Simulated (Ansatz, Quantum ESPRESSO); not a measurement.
**Equation of state of hcp Os**

How stiff is hcp Os under hydrostatic load? Each row relaxes cell and atoms at a set pressure. The phase is followed to these pressures whether or not it stays the stable one.

Calculated with Ansatz 0.2.0, PBEsol, PAW files of the set soft_1, cutoff 600 eV, Fermi–Dirac smearing 0.05 eV, k-mesh 18×18×10, no spin polarisation, no spin-orbit coupling.

Reference cell, relaxed at zero pressure with PBEsol (P6_3/mmc): a = 2.7274 Å, b = 2.7274 Å, c = 4.3126 Å, α = 90.00°, β = 90.00°, γ = 120.00°.

```csv
atom,x,y,z
Os,0.3333,0.6667,0.7500
Os,0.6667,0.3333,0.2500
```

```
V (Å³/atom)    V/V0  P (GPa)  E − E0 (meV/atom)
    14.0233  1.0095   −4.002                1.7
    13.7350  0.9888    5.004                2.4
    13.4509  0.9683   15.000               20.0
    13.3204  0.9589   19.999               34.2
    13.0789  0.9415   29.991               71.8
```

V0 = 13.8909 Å³ an atom, where the residual pressure P0 is 0.000 GPa. **Question.** Fit the Birch–Murnaghan law and give the pressure and the energy at V = 13.5889 Å³ an atom, a row left out above.

With the Eulerian strain f = ½[(V0/V)^(2/3) − 1] and F = (P − P0)/[3f(1 + 2f)^(5/2)], the third-order law is the line F = B0 + (3/2) B0 (B′ − 4) f.

| f | F (GPa) |
| --- | --- |
| 0.02049 | 441.37 |
| 0.01418 | 438.50 |
| 0.01085 | 436.95 |
| 0.00378 | 433.46 |
| −0.00315 | 429.95 |

A straight line through the 5 rows: the means are 0.00923 for f and 436.05 for F, Σ(Δx)² = 0.0003369 and ΣΔxΔy = 0.1631, so the slope is 0.1631/0.0003369 = 484.21 and the intercept 436.05 − (484.21)(0.00923) = 431.58.

Hence B0 = 431.6 GPa and B′ = 4 + (484.2)/(1.5 × 431.6) = 4.75. For the withheld volume f = 0.00738, F = 435.15 GPa and P = 9.99 GPa. The run itself gives 10.00 GPa, so the estimate misses by 0.01 GPa, a rounding's worth.

Integrating the same law gives E − E0 = (9/2) B0 V0 f²[1 + (B′ − 4) f] + P0(V0 − V), with 1 GPa Å³ = 6.2415 meV: 9.2 meV an atom. The run itself gives 9.2 meV, so the estimate misses by 0.0 meV, a rounding's worth.

The same fit over all rows at other levels or in other programs gives B0 = 433 GPa with PBEsol (Quantum ESPRESSO, GBRV).

[Logs are printed without paths, hosts, clocks, repeated set-up lines and the standing remarks that a program may print on its own settings, such as how far it seeks lower states.]
